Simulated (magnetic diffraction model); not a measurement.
## Magnetic neutron pattern of TiCrAgO₄

Space group P2_1/c (no. 14), a = 6.8980 Å, b = 5.2300 Å, c = 9.6760 Å, β = 90.58°.

| site | atom | x | y | z |
| --- | --- | --- | --- | --- |
| 4e | Ag | 0.7449 | 0.4928 | 0.6414 |
| 4e | Cr | 0.2485 | 0.4802 | 0.6751 |
| 2c | Ti | 0 | 1/2 | 0 |
| 2d | Ti | 1/2 | 0 | 1/2 |
| 4e | O | 0.5543 | 0.6803 | 0.3857 |
| 4e | O | 0.9572 | 0.8176 | 0.8851 |
| 4e | O | 0.2573 | 0.7868 | 0.6208 |
| 4e | O | 0.2484 | 0.4575 | 0.8604 |

The compound is invented for this exercise: a known structure type with other elements, its cell scaled to their sizes and not relaxed.

Only Cr is taken to order (form factors of Cr3+); orders and moment sizes are assumed, and not adapted to the symmetry. Radiation: neutrons of λ = 1.8 Å, 8° to 40°; isotropic B of 0.27 Å² (Ag), 0.34 Å² (Cr), 0.38 Å² (Ti) and 0.38 Å² (O). Simulated constant-wavelength pattern: nuclear and magnetic terms add, the magnetic one as |2.695 fm × Σ f S⊥ exp(2πi Q·r) exp(−B s²)|², summed over all Q at one angle with the factor 1/(sin²θ cos θ). For collinear order S is the moment m, which repeats by lattice and centring translations R with the sign exp(−2πi k·R). Free-ion form factors, Sears's scattering lengths of 1992, no absorption; a label names one of the reflections at its angle. The strongest nuclear line in the range is 100, and lines under 0.2 are left out.

Assume the order k = (0 1/2 1/2), collinear moments along [101], 2.6 μB on Cr; signs + at (0.2485, 0.4802, 0.6751), − at (0.2485, 0.0198, 0.1751), − at (0.7515, 0.5198, 0.3249), + at (0.7515, 0.9802, 0.8249).

Q: Where does magnetic intensity appear, and how strong is it?

```csv
2θ (°),index,nuclear,magnetic
11.23,(0 1/2 1/2),0.0,33.1
18.73,(-1 1/2 1/2),0.0,31.3
18.81,(1 1/2 1/2),0.0,17.2
18.87,(0 1/2 -3/2),0.0,23.2
21.44,(0 0 2),31.1,0.0
22.56,(0 1 1),97.0,0.0
24.08,(1 1/2 -3/2),0.0,0.3
24.94,(1 1 0),0.8,0.0
26.14,(1 0 -2),0.2,0.0
26.39,(1 0 2),0.3,0.0
27.14,(1 1 -1),8.8,0.0
27.26,(1 1 1),10.2,0.0
28.71,(0 1/2 5/2),0.0,1.0
29.36,(0 1 2),14.4,0.0
30.25,(2 0 0),100.0,0.0
30.41,(0 3/2 1/2),0.0,3.9
32.31,(-2 1/2 1/2),0.0,2.8
32.41,(-1 1/2 5/2),0.0,8.3
32.42,(2 1/2 1/2),0.0,1.6
32.67,(1 1/2 5/2),0.0,1.0
33.02,(1 1 -2),0.4,0.0
34.04,(1 3/2 -1/2),0.0,6.9
34.09,(1 3/2 1/2),0.0,6.1
34.13,(0 3/2 3/2),0.0,8.1
35.75,(2 1/2 -3/2),0.0,8.4
36.04,(2 -1/2 3/2),0.0,2.2
37.20,(2 0 -2),0.3,0.0
37.39,(1 3/2 -3/2),0.0,0.3
37.57,(2 0 2),2.3,0.0
37.98,(2 1 -1),19.9,0.0
38.16,(2 1 1),15.7,0.0
38.28,(0 1 3),3.1,0.0
39.36,(0 1/2 -7/2),0.0,1.0
```

The strongest magnetic line in the range is (0 1/2 1/2) at 11.23° (33.1). On top of the Lorentz factor, which all lines share, magnetic lines fade with angle because f falls: for Cr3+ it is 0.90, 0.67, 0.42 and 0.11 at sin θ/λ = 0.1, 0.2, 0.3 and 0.5 Å⁻¹, while nuclear lengths stay constant. The order has no net moment.

[Logs are printed without paths, hosts, clocks, repeated set-up lines and the standing remarks that a program may print on its own settings, such as how far it seeks lower states.]
